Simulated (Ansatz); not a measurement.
# 1T-VSeTe monolayer in a perpendicular field, part 2 of 2

What dipole does a perpendicular field induce in the 1T-VSeTe monolayer? A positive field points along +c.

Ansatz 0.2.0; plane-wave DFT, PBE-D3(BJ), Ansatz PAW.

So far. Step 2 (Relaxation): The lattice constant a goes from 3.465 to 3.429 Å.

**3. Atoms held, field 0**

A sawtooth potential applies the field, turning back in the middle of the vacuum. With the dipole correction the typed value is the field outside the slab. The induced dipole is small, so the SCF threshold is tight.

The cell differs from the one that the last finished run ended in (c 38.182 → 21.316 Å).

input.yaml reads:

```yaml
crystal:
  lattice:
    - [3.4291117571, 0.0, 0.0]
    - [-1.7145558786, 2.9696978941, 0.0]
    - [0.0, 0.0, 21.3158096168]
  atoms:
    - { symbol: Te, position: [0.6666666667, 0.3333333333, 0.4222218232], spin: -0.05 }
    - { symbol: V, position: [0.0, 0.0, 0.5084936184], spin: 0.79 }
    - { symbol: Se, position: [0.3333333333, 0.6666666667, 0.5777781768], spin: -0.02 }
magnetization:
  spin_polarized: true
kpoints:
  mp_grid: { grid: [18, 18, 1] }
  band_path:
    path: [[0, 0, 0], [0.5, 0, 0], [0.33333333, 0.33333333, 0], [0, 0, 0]]
    npoints: 16
hamiltonian:
  xc: pbe
  dispersion: d3bj
scf:
  occupations: { method: fermi_dirac, width: 0.02585 }
  convergence: { dr2_threshold: 1.0e-10 }
efield:
  axis: 3
  dipole_correction: true
  ramp_position: 0.97
  ramp_width: 0.06
  amplitude: 0
output:
  dos: { projected: true, e_range: [-6, 5] }
  write_potential: true
  write_density: true
  volumetric_format: npy
  elf: true
```

Run with:

```sh
> ansatz run input.yaml --threads 2 --pin off --max-ram 3072MiB --backend cpu --events-out ev --progress --plain --runs-dir out
```

Numbers of over 12 decimals in the logs are rounded to 6 here.

The program printed:

```text
[...]
Crystal: 3 atoms, lattice volume = 217.068 Å³
Basis set: ecut = 420 eV, 4247 PW (Γ)
Bands: 28, of which v1, the nominal top of the filled ones, is band 23 counted from 1 (22 counted from 0)
Symmetry: 6 space group operations
k-points: 37 of 324 (time reversal used)
[...]
Starting moments: Σ|m| = 0.86 μB on 3 of 3 sites
[...]
SCF iter   1: F=—  HF=-15363.396571 eV  |F-HF|=—  |Δ(HF+E_count)|=         —  Δρ=1.09e-2 (↑1.09e-2 ↓8.25e-3)  dr2=1.64e0  dr2_m=3.63e-2  M=0.541 μB ∫|m|=0.650 μB  β_m=1.00  ethr=3.10e-3  p=-0.000 e·Å  D=-1.13e-7 V/Å  ΔV_dip=0.00 eV  dr2_dipole=2.07e-2  V_vac-E_F(+/−)=5.50/5.50 eV  ⟨swp⟩=10.9  Hψ=11249  notcnv=0
[...]
efield: sawtooth ramp at fractional position 0.9700 (set: `efield.ramp_position`, or a place that a band, a saddle search or an elastic batch's reference lends), width 0.0600; the density the first Hamiltonian is built on has a dipole p = -0.000 e·Å; the dipole correction subtracts the counter field D = -1.13e-7 V/Å, which shifts the + side's vacuum level by +0.00 eV against the − side's; the planar-averaged density in the ramp window peaks in size at 1.1e-5 e/Å³
[...]
SCF iter   2: F=—  HF=-15363.513587 eV  |F-HF|=—  |Δ(HF+E_count)|=   1.17e-1  Δρ=5.48e-3 (↑4.94e-3 ↓5.48e-3)  dr2=3.53e-1  dr2_m=1.41e-3  M=0.595 μB ∫|m|=0.698 μB  β_m=0.40  ethr=3.10e-3  p=-0.015 e·Å  D=-1.23e-2 V/Å  ΔV_dip=0.26 eV  dr2_dipole=3.08e-3  V_vac-E_F(+/−)=5.08/4.81 eV  ⟨swp⟩=2.4  Hψ=3248  notcnv=0  defer=55
density mixer auto → msr1: a metal under ldos (density of states about μ 1.17 of a free-electron gas's, 14 screened modes)
SCF iter   3: F=—  HF=-15363.866579 eV  |F-HF|=—  |Δ(HF+E_count)|=   3.53e-1  Δρ=4.49e-3 (↑3.24e-3 ↓4.49e-3)  dr2=3.08e-2  dr2_m=2.09e-2  M=0.668 μB ∫|m|=0.794 μB  β_m=0.66  ethr=7.83e-4  p=-0.024 e·Å  D=-1.98e-2 V/Å  ΔV_dip=0.42 eV  dr2_dipole=1.17e-4  V_vac-E_F(+/−)=4.81/4.38 eV  ⟨swp⟩=2.8  Hψ=3024  notcnv=0  defer=55
[...]
SCF iter  13: F=-15363.976214 eV  HF=-15363.976214 eV  |F-HF|=5.28e-11  |Δ(HF+E_count)|=  2.18e-11  Δρ=8.60e-8 (↑8.60e-8 ↓5.79e-8)  dr2=5.20e-11  dr2_m=4.60e-12  M=0.851 μB ∫|m|=1.095 μB  ethr=1.00e-12  p=-0.032 e·Å  D=-2.68e-2 V/Å  ΔV_dip=0.57 eV  dr2_dipole=5.01e-12  V_vac-E_F(+/−)=4.96/4.39 eV  ⟨swp⟩=7.5  Hψ=7864  notcnv=0
SCF 1 converged in 13 iterations: F = -15363.976214 eV  dr2 = 5.20e-11
[...]
NSCF: frozen V_eff on 49 k-points
efield: sawtooth ramp at fractional position 0.9700 (kept from the solve that this one continues, or follows in the run), width 0.0600; the density the first Hamiltonian is built on has a dipole p = -0.032 e·Å; the dipole correction subtracts the counter field D = -2.68e-2 V/Å, which shifts the + side's vacuum level by +0.57 eV against the − side's; the planar-averaged density in the ramp window peaks in size at 1.2e-5 e/Å³
SCF converged after 13 iterations
Magnetization: 0.8506 μB (22.9253 up, 22.0747 down)
Absolute magnetization: 1.0947 μB (∫|ρ↑−ρ↓|, with the PAW one-centre terms)
[...]
Per-site moments (μB) at R_I (Å): [(-0.051555, 1.114617), (0.791050, 1.018859), (-0.020025, 1.018859)]
Free energy (F): -15363.976214 eV
[...]
Internal energy: -15363.972482 eV  (E = F + TS)
E sigma→0 (E₀):  -15363.974348 eV
Entropy (-TS):   -0.003731 eV (-1.244 meV/atom)
Fermi energy:    0.236618 eV
Dipole field:    D = -0.026755 V/Å  (p = -0.032095 e·Å, saw-weighted, corrected)
Work function:   Φ+ = 4.9600 eV   Φ− = 4.3897 eV
Levels:          The Fermi level and band energies are counted from a zero that moves with the ramp; work functions are not
[...]
--- Band table (eV; the first three rows and the last of 74) ---
  k-point 0 ↑: bands = [... 19 lower, -2.0487, -0.2801, -0.2801, -0.0216, 1.6379, 1.6379, 3.6810, 3.6810, ... 1 higher]
  k-point 1 ↑: bands = [... 19 lower, -1.8421, -0.3560, -0.3258, -0.0500, 1.4811, 1.6392, 3.3750, 3.6091, ... 1 higher]
  k-point 2 ↑: bands = [... 19 lower, -1.6573, -0.6730, -0.4404, -0.1110, 1.1855, 1.6209, 2.7576, 3.4376, ... 1 higher]
  k-point 36 ↓: bands = [... 19 lower, -3.1908, -2.3150, -2.2087, 1.1894, 1.3784, 1.3980, 2.4389, 2.9438, ... 1 higher]
```

It took 45 s on 2 threads of Arm Neoverse V1, shared host; peak memory 0.8 GiB.

Numbers from this step:

```yaml
energy_at_zero_smearing: -15363.9743 eV
total_moment: 0.8506 μB
site_moments: -0.05155, 0.7910, -0.02002 μB
work_function_upper_face: 4.960 eV
work_function_lower_face: 4.390 eV
dipole_along_the_normal: -0.03210 e·Å
step_between_the_vacuum_levels: 0.5703 eV
```

Running mean over a fixed 2.5 Å (it still follows the layers) of the planar mean; the ramp of the sawtooth is left out. Electron's electrostatic potential energy less the Fermi level against z:

z (Å), electron's electrostatic potential energy less the Fermi level (eV) and a bar from the least value:
```
      3.0       4.39 ############################
      3.5       4.39 ############################
      4.0       4.39 ############################
      4.5       4.39 ############################
      5.0       4.39 ############################
      5.5       4.37 ############################
      6.0       4.31 ############################
      6.5       4.08 ############################
      7.0       3.14 #########################
      7.5       1.60 #####################
      8.0       0.56 ##################
      8.5      -1.10 ##############
      9.0      -2.66 ##########
      9.5      -4.06 ######
     10.0      -4.95 ###
     10.5      -6.07 
     11.0      -6.23 
     11.5      -6.10 
     12.0      -4.88 ####
     12.5      -2.62 ##########
     13.0      -0.39 ################
     13.5       1.58 #####################
     14.0       3.34 ##########################
     14.5       4.55 #############################
     15.0       4.87 ##############################
     15.5       4.94 ##############################
     16.0       4.96 ##############################
     16.5       4.96 ##############################
     17.0       4.96 ##############################
     17.5       4.96 ##############################
     18.0       4.96 ##############################
```

The density of states has structure finer than the step of the table below, so its rows give means over 0.25 eV, whole bins alone (the curve runs from -6 to 1.99 eV). Peaks (eV: height): total -4.620: 5.33, -2.280: 6.52, -2.000: 8.09, 0.400: 9.62, 0.620: 7.22, 1.220: 10.7, 1.470: 8.17; up -4.620: 3.81, -3.160: 3.50, -2.280: 3.87, -0.380: 3.31, 0.400: 5.90, 0.480: 4.23, 0.620: 6.63; down -4.510: 3.08, -2.000: 6.75, 0.420: 4.42, 1.000: 3.92, 1.220: 10.3, 1.470: 8.17.

Density of states against energy, zero at the Fermi level; means over each step; values in states/eV a cell:

| energy (eV) | total | up | down |
| --- | --- | --- | --- |
| -5.75 | 0.677 | 0.365 | 0.312 |
| -5.50 | 0.771 | 0.390 | 0.382 |
| -5.25 | 1.05 | 0.605 | 0.440 |
| -5.00 | 1.72 | 0.901 | 0.816 |
| -4.75 | 2.99 | 1.62 | 1.37 |
| -4.50 | 3.65 | 1.82 | 1.84 |
| -4.25 | 1.97 | 0.779 | 1.19 |
| -4.00 | 1.35 | 0.743 | 0.607 |
| -3.75 | 1.17 | 0.661 | 0.512 |
| -3.50 | 2.57 | 1.46 | 1.11 |
| -3.25 | 3.44 | 1.94 | 1.50 |
| -3.00 | 2.37 | 0.892 | 1.48 |
| -2.75 | 2.71 | 1.64 | 1.07 |
| -2.50 | 3.96 | 2.18 | 1.78 |
| -2.25 | 4.79 | 2.35 | 2.44 |
| -2.00 | 3.69 | 1.43 | 2.26 |
| -1.75 | 3.13 | 1.47 | 1.66 |
| -1.50 | 1.36 | 0.629 | 0.731 |
| -1.25 | 1.21 | 0.742 | 0.466 |
| -1.00 | 1.39 | 0.831 | 0.556 |
| -0.75 | 1.50 | 0.877 | 0.624 |
| -0.50 | 2.04 | 1.66 | 0.386 |
| -0.25 | 1.87 | 1.35 | 0.518 |
| 0.00 | 1.39 | 0.538 | 0.855 |
| 0.25 | 2.79 | 1.42 | 1.38 |
| 0.50 | 5.07 | 3.58 | 1.49 |
| 0.75 | 2.15 | 1.71 | 0.440 |
| 1.00 | 2.37 | 0.729 | 1.64 |
| 1.25 | 3.70 | 0.503 | 3.20 |
| 1.50 | 4.17 | 0.562 | 3.61 |
| 1.75 | 1.15 | 1.15 | 0 |

Projected DOS per atom over height of the atomic layer and energy from the Fermi level. Layers: Te V Se from below.

Ten even steps from '0' (0.09 states/eV) to '9' (3.36 states/eV), each cell a mean:
```
020
171
160
050
190
020
040
120
110
100
323
434
334
122
223
112
101
213
314
200
100
000
```
Columns: height of the atomic layer (Å) from 9 to 12.3 (not evenly spaced); rows upwards: energy from the Fermi level (eV) from -5.96 to 1.96.

Projected DOS per atom, spin up over height of the atomic layer and energy from the Fermi level. Layers: Te V Se from below.

Values in states/eV, 22 rows by 3 columns, each cell a mean:
```
0.18 0.74 0.31
0.12 0.26 0.19
0.20 0.21 0.18
0.33 1.48 0.20
0.36 2.09 0.17
0.07 0.40 0.05
0.16 1.25 0.26
0.16 0.66 0.13
0.18 0.52 0.11
0.24 0.27 0.14
0.62 0.39 0.45
0.68 0.67 0.63
0.63 0.75 0.73
0.25 0.40 0.47
0.45 0.51 0.71
0.31 0.29 0.42
0.22 0.16 0.28
0.44 0.24 0.44
0.58 0.28 0.86
0.38 0.17 0.24
0.22 0.09 0.09
0.16 0.07 0.06
```
Columns: height of the atomic layer (Å) from 9 to 12.3 (not evenly spaced); rows upwards: energy from the Fermi level (eV) from -5.96 to 1.96.

Projected DOS per atom, spin down over height of the atomic layer and energy from the Fermi level. Layers: Te V Se from below.

Ten even steps from '0' (0.02 states/eV) to '9' (2.20 states/eV), each cell a mean:
```
000
191
190
010
050
020
010
100
100
100
212
333
223
112
212
001
101
213
203
100
100
000
```
Columns: height of the atomic layer (Å) from 9 to 12.3 (not evenly spaced); rows upwards: energy from the Fermi level (eV) from -5.96 to 1.96.

Deep bands are left out, so band numbers here count from the lowest band kept and differ from the log's. The electronic bands at the labelled points (eV, zero at the Fermi level; # counts the bands kept):

| point | up #5 | up #7 | up #8 | up #9 | down #5 | down #6 | down #7 | down #8 |
| --- | --- | --- | --- | --- | --- | --- | --- | --- |
| Γ | -0.52 | -0.26 | 1.40 | 1.40 | 0.33 | 0.33 | 0.48 | 1.40 |
| halfway | -1.75 | -0.66 | 0.50 | 1.04 | -1.68 | -0.47 | 0.06 | 1.17 |
| M | -2.38 | -0.71 | 0.33 | 0.66 | -2.32 | -0.70 | -0.32 | 1.21 |
| halfway | -2.47 | -0.19 | 0.42 | 0.53 | -2.37 | -2.33 | 0.45 | 1.27 |
| K | -2.69 | 0.22 | 0.26 | 0.35 | -2.55 | -2.45 | 0.95 | 1.14 |
| halfway | -1.94 | -0.38 | 0.37 | 0.83 | -1.77 | -1.35 | 0.41 | 0.99 |
| Γ | -0.52 | -0.26 | 1.40 | 1.40 | 0.33 | 0.33 | 0.48 | 1.40 |

Spin density in the ca plane at fractional y = 0.000, with atoms of V within 0.2 Å of it.

Values in units of 1e-1 e/Å³, 5 rows by 16 columns, each cell a mean:
```
 0.0  0.0  0.0  0.0  0.0  0.0  0.6  3.6  0.6  0.0  0.0  0.0  0.0  0.0  0.0  0.0
 0.0  0.0  0.0  0.0  0.0 -0.1  0.1  0.3  0.1  0.0  0.0  0.0  0.0  0.0  0.0  0.0
 0.0  0.0  0.0  0.0  0.0 -0.1  0.0  0.1  0.0  0.0  0.0  0.0  0.0  0.0  0.0  0.0
 0.0  0.0  0.0  0.0  0.0 -0.1  0.1  0.7  0.1  0.0  0.0  0.0  0.0  0.0  0.0  0.0
 0.0  0.0  0.0  0.0  0.0  0.0  0.9  5.5  0.9  0.0  0.0  0.0  0.0  0.0  0.0  0.0
```
Columns run along c (16.0 Å, from fractional 0.17 to 0.92 of the cell), rows up along a (3.4 Å). Atoms in or near the plane, at fractional coordinates: V at (0.51, 0.00).

ELF in the ca plane at fractional y = 0.000, with atoms of V within 0.2 Å of it. It is the smooth field of the valence electrons, not physical close to the nuclei.

Ten even steps from '0' (0.00) to '9' (0.74), each cell a mean:
```
00000000000001233249995122100000000000000000
00000000000123556425752354310000000000000000
00000000002467777741124788752100000000000000
00000000014798766773358999985210000000000000
00000000024799766774368999986310000000000000
00000000013588767762136899874200000000000000
00000000001246677632323676531000000000000000
00000000000012344338984233100000000000000000
00000000000000122149996111000000000000000000
```
Columns run along c (16.0 Å, from fractional 0.17 to 0.92 of the cell), rows up along a (3.4 Å). Atoms in or near the plane, at fractional coordinates: V at (0.51, 0.00).

Valence density in the ca plane at fractional y = 0.000, with atoms of V within 0.2 Å of it. It is the smooth field of the valence electrons, not physical close to the nuclei.

Values in units of 1e0 e/Å³, 5 rows by 16 columns, each cell a mean:
```
0.0 0.0 0.0 0.0 0.0 0.0 0.1 0.2 2.1 4.8 0.2 0.1 0.0 0.0 0.0 0.0
0.0 0.0 0.0 0.0 0.0 0.0 0.2 0.4 0.3 0.3 0.3 0.1 0.0 0.0 0.0 0.0
0.0 0.0 0.0 0.0 0.0 0.0 0.3 0.5 0.2 0.2 0.5 0.2 0.0 0.0 0.0 0.0
0.0 0.0 0.0 0.0 0.0 0.0 0.1 0.3 0.4 0.7 0.3 0.1 0.0 0.0 0.0 0.0
0.0 0.0 0.0 0.0 0.0 0.0 0.1 0.2 3.1 7.2 0.2 0.0 0.0 0.0 0.0 0.0
```
Columns run along c (16.0 Å, from fractional 0.09 to 0.84 of the cell), rows up along a (3.4 Å). Atoms in or near the plane, at fractional coordinates: V at (0.51, 0.00).

The work function of the upper face is 4.96 eV.

**4. Single point, field 0.1 V/Å**

Changes to input.yaml since step 3:

```diff
@@ -27,5 +27,4 @@
   ramp_width: 0.06
-  amplitude: 0
+  amplitude: 0.1
 output:
-  dos: { projected: true, e_range: [-6, 5] }
   write_potential: true
@@ -33,2 +32 @@
   volumetric_format: npy
-  elf: true
```

The program printed:

```text
[...]
Crystal: 3 atoms, lattice volume = 217.068 Å³
Basis set: ecut = 420 eV, 4247 PW (Γ)
Bands: 28, of which v1, the nominal top of the filled ones, is band 23 counted from 1 (22 counted from 0)
Symmetry: 6 space group operations
k-points: 37 of 324 (time reversal used)
[...]
Starting moments: Σ|m| = 0.86 μB on 3 of 3 sites
[...]
k-point 1 ↑: bands = [... 19 lower, -1.8549, -0.3658, -0.3355, -0.0527, 1.4727, 1.6302, 3.3627, 3.5972, ... 1 higher]
  k-point 2 ↑: bands = [... 19 lower, -1.6715, -0.6832, -0.4503, -0.1153, 1.1776, 1.6117, 2.7468, 3.4260, ... 1 higher]
  k-point 36 ↓: bands = [... 19 lower, -3.1970, -2.3144, -2.2279, 1.1777, 1.3688, 1.3890, 2.4309, 2.9360, ... 1 higher]
[key lines of the parts left out:]
SCF converged after 13 iterations
Magnetization: 0.8526 μB (22.9263 up, 22.0737 down)
Free energy (F): -15363.974639 eV
Fermi energy:    0.227832 eV
Dipole field:    D = 0.000503 V/Å  (p = 0.000604 e·Å, saw-weighted, corrected)
```

Run time: 45 s. Hardware: 2 threads; peak memory 0.8 GiB; 89 s of CPU time.

The dipole is 6.0e-4 e·Å, 0.0327 e·Å from its value without field.

**5. Atoms held, field -0.1 V/Å**

Changes to input.yaml since step 4:

```diff
@@ -27,3 +27,3 @@
   ramp_width: 0.06
-  amplitude: 0.1
+  amplitude: -0.1
 output:
```

The program printed:

```text
[...]
Crystal: 3 atoms, lattice volume = 217.068 Å³
Basis set: ecut = 420 eV, 4247 PW (Γ)
Bands: 28, of which v1, the nominal top of the filled ones, is band 23 counted from 1 (22 counted from 0)
Symmetry: 6 space group operations
k-points: 37 of 324 (time reversal used)
[...]
Starting moments: Σ|m| = 0.86 μB on 3 of 3 sites
[...]
k-point 1 ↑: bands = [... 19 lower, -1.8303, -0.3472, -0.3169, -0.0484, 1.4884, 1.6470, 3.3857, 3.6200, ... 1 higher]
  k-point 2 ↑: bands = [... 19 lower, -1.6442, -0.6638, -0.4314, -0.1078, 1.1922, 1.6291, 2.7671, 3.4482, ... 1 higher]
  k-point 36 ↓: bands = [... 19 lower, -3.1856, -2.3166, -2.1904, 1.2000, 1.3868, 1.4059, 2.4457, 2.9506, ... 1 higher]
[key lines of the parts left out:]
SCF converged after 14 iterations
Magnetization: 0.8485 μB (22.9243 up, 22.0757 down)
Free energy (F): -15363.981058 eV
Fermi energy:    0.244400 eV
Dipole field:    D = -0.054004 V/Å  (p = -0.064783 e·Å, saw-weighted, corrected)
```

The job ended after 46 s (2 threads; peak memory 0.8 GiB).

The dipole is -0.0648 e·Å, -0.0327 e·Å from its value without field.

**6. Response, atoms held**

This step: plane-wave DFT, PBE-D3(BJ), Ansatz PAW; response to a field along the normal, atoms held (Ansatz 0.2.0).

The dipoles give the slope, and the difference of two potentials shows where the field is screened.

Numbers from this step:

* equivalent conductor thickness p/(ε₀AE): 5.809 Å
* distance between the outer atoms: 3.316 Å

The dipole of the cell by applied field:

| applied field (V/Å) | dipole of the cell (e·Å) |
| --- | --- |
| -0.1000 | -0.0648 |
| 0.0000 | -0.0321 |
| 0.1000 | 6.0e-4 |

The total moment by applied field:

```csv
applied field (V/Å),total moment (μB)
-0.1000,0.849
0.0000,0.851
0.1000,0.853
```

Local field over the applied field, running mean. From the potentials at -0.1 and 0.1 V/Å; running mean over 2.5 Å. Table of local field over applied field by z:

```csv
z (Å),local field over applied field
4.5,0.997
5.0,0.991
5.5,0.975
6.0,0.935
6.5,0.850
7.0,0.709
7.5,0.538
8.0,0.364
8.5,0.203
9.0,0.0882
9.5,0.0452
10.0,0.0307
10.5,0.0222
11.0,0.0303
11.5,0.0494
12.0,0.0844
12.5,0.184
13.0,0.341
13.5,0.518
14.0,0.693
14.5,0.842
15.0,0.933
15.5,0.975
16.0,0.991
16.5,0.997
17.0,0.999
```

Electrons, planar mean, per unit field. Table of induced electron density by z:

z (Å), induced electron density (e/Å³ per V/Å) and a bar from the least value:
```
     4.14    0.00001 ###############
     4.44    0.00001 ###############
     4.88    0.00003 ################
     5.18    0.00006 ################
     5.62    0.00015 ################
     5.92    0.00028 #################
     6.22    0.00049 #################
     6.66    0.00107 ####################
     6.96    0.00172 #######################
     7.25    0.00257 ##########################
     7.70    0.00350 ##############################
     7.99    0.00302 ############################
     8.44    0.00092 ###################
     8.73    0.00076 ###################
     9.03    0.00068 ##################
     9.47    0.00051 ##################
     9.77    0.00004 ################
    10.07   -0.00090 ############
    10.51   -0.00055 #############
    10.81    0.00073 ##################
    11.25    0.00052 ##################
    11.55    0.00000 ###############
    11.84   -0.00066 #############
    12.29   -0.00054 #############
    12.58   -0.00089 ############
    12.88   -0.00209 #######
    13.32   -0.00371 
    13.62   -0.00324 ##
    14.06   -0.00182 ########
    14.36   -0.00110 ###########
    14.65   -0.00063 #############
    15.10   -0.00026 ##############
    15.39   -0.00014 ###############
    15.69   -0.00008 ###############
    16.13   -0.00003 ###############
    16.43   -0.00001 ###############
    16.88   -0.00001 ###############
    17.17    0.00000 ###############
```

By hand: between -0.1 and 0.1 V/Å the dipole changes by 0.06539 e·Å, a slope of 0.3269 e·Å²/V. A perfect conductor of thickness t has p = ε₀AEt, so t = 180.95 × 0.3269 / 10.183 = 5.81 Å (e/ε₀ = 180.95 V·Å, A in Å²).

The induced dipole is that of a conductor 5.81 Å thick.

**7. Results**

```
gap without field                          : none
work function, upper face                  : 4.96 eV
step between the vacuum levels             : 0.570 eV
equivalent conductor thickness, atoms held : 5.81 Å
```

What this shows: The induced dipole equals that of a perfect conductor 5.81 Å thick, while the outer atoms lie 3.32 Å apart. The two faces differ: the vacuum level above lies 0.57 eV higher than the one below. There is no gap over 0.03 eV, with or without the field. For an open d or f shell that can be the fault of a semilocal functional without a Hubbard term. The magnetic order is the one reached from the typed start; other orders were not compared. Spin-orbit coupling is left out, which matters for the bands of elements this heavy.

[Logs are printed without paths, hosts, clocks, repeated set-up lines and the standing remarks that a program may print on its own settings, such as how far it seeks lower states.]

[Hosts, paths, dates, database ids (printed as entryN), source tags and the programs' standing remarks are cut or masked in the printed files.]

[Maps of the electrostatic potential energy from Ansatz leave out the sawtooth potential of an applied field or a dipole correction, so their vacuum need not be flat; planar profiles and work functions include it.]
